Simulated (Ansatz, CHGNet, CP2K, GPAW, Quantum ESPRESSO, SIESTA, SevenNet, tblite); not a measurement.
## Finding the fault: GPAW, liquid diethyl ether at 300 K (75 atoms)

Program: GPAW 26.7.0, a calculation on a cell of 20 C, 5 O and 50 H, 11.6 Å³ an atom.

Input file run.py:

```python
import numpy as np
from ase.io import read
from gpaw import GPAW, FermiDirac

atoms = read("structure.xyz")
atoms.calc = GPAW(
    mode="lcao",
    basis="dzp",
    h=0.18,
    xc="PBE",
    kpts={"size": (1, 1, 1), "gamma": True},
    occupations=FermiDirac(0.05),
    maxiter=60,
    symmetry={"point_group": False},
    nbands=40,
    txt="gpaw.txt",
)
energy = atoms.get_potential_energy(force_consistent=True)
forces = atoms.get_forces()
print(f"energy {energy:.6f} eV")
print("forces (eV/A)")
for i, (a, f) in enumerate(zip(atoms, forces)):
    print(f"{i:4d} {a.symbol:2s} {f[0]:10.5f} {f[1]:10.5f} {f[2]:10.5f}")
print(f"Fermi level {atoms.calc.get_fermi_level():.4f} eV")
for k in range(len(atoms.calc.get_ibz_k_points())):
    for s in range(atoms.calc.get_number_of_spins()):
        e = atoms.calc.get_eigenvalues(kpt=k, spin=s)
        n = np.searchsorted(e, atoms.calc.get_fermi_level())
        print(f"k {k} spin {s} levels about the Fermi level:", np.round(e[max(n - 6, 0):n], 4).tolist(), "|", np.round(e[n:n + 6], 4).tolist())
```

Input file structure.xyz:

```xyz
75
Lattice="9.53465 0.00000 0.00000 0.00000 9.53465 0.00000 0.00000 0.00000 9.53465" Properties=species:S:1:pos:R:3 pbc="T T T"
C 8.62390 0.90388 7.24138
C 0.02222 9.19941 6.81708
O 8.96896 8.67167 5.69714
C 0.11499 7.49414 5.06462
C 8.86179 6.95381 4.06271
H 9.03093 1.31435 8.21658
H 7.67291 0.44956 7.39307
H 8.63649 1.60869 6.51608
H 1.03460 9.45465 6.60103
H 9.50662 8.33719 7.62629
[... 61 atom lines left out ...]
H 5.04116 4.76609 1.66589
H 3.36011 6.51426 2.32750
H 3.54737 6.42292 0.55082
H 4.31042 7.67473 1.37766
```

Started as:

```console
$ OMP_NUM_THREADS=1 python run.py > output.txt
```

The log of the run:

```text
ValueError: Too few bands!  Electrons: 160.0, bands: 40
```

gpaw.txt:

```text
Input parameters:
  mode=LCAO(),
  basis={'default': 'dzp'},
  h=0.18,
  kpts=MonkhorstPack(size=(1, 1, 1), gamma=True),
  maxiter=60,
  nbands=40,
  occupations=Occupations(name='fermi-dirac', width=0.05, fixmagmom=False),
  symmetry=Symmetry(point_group=False),
  xc=XC(name='PBE')
timing:  # [seconds]
  Total: 0.122  # ━━━━━━━━━━━━━━━━━━━━━━━━━━━━━━━━━━━━━━━━━━━━━━━━━━━━━━━━━━━
  Init:  0.103  # ━━━━━━━━━━━━━━━━━━━━━━━━━━━━━━━━━━━━━━━━━━━━━━━━━╸
```

The job ended after 1.4 s (1 thread of Arm Neoverse V1, shared host; peak memory 0.13 GiB).

Banners, paths, timers and routine set-up lines are dropped from the logs unmarked, and long logs keep their key lines alone; longer cuts are marked.

**Question.** Which part of the input is at fault, and how is it mended?

Too few bands: bands 40. Mend: ask for at least half as many bands as electrons, and some more for the smearing.

The program stopped at the start.

[Also dropped from logs without a mark: logging warnings of Python, and SIESTA's first energy breakdown and zero terms.]

[Logs are printed without paths, hosts, clocks, repeated set-up lines and the standing remarks that a program may print on its own settings, such as how far it seeks lower states.]

[Hosts, paths, dates, database ids (printed as entryN), source tags and the programs' standing remarks are cut or masked in the printed files.]
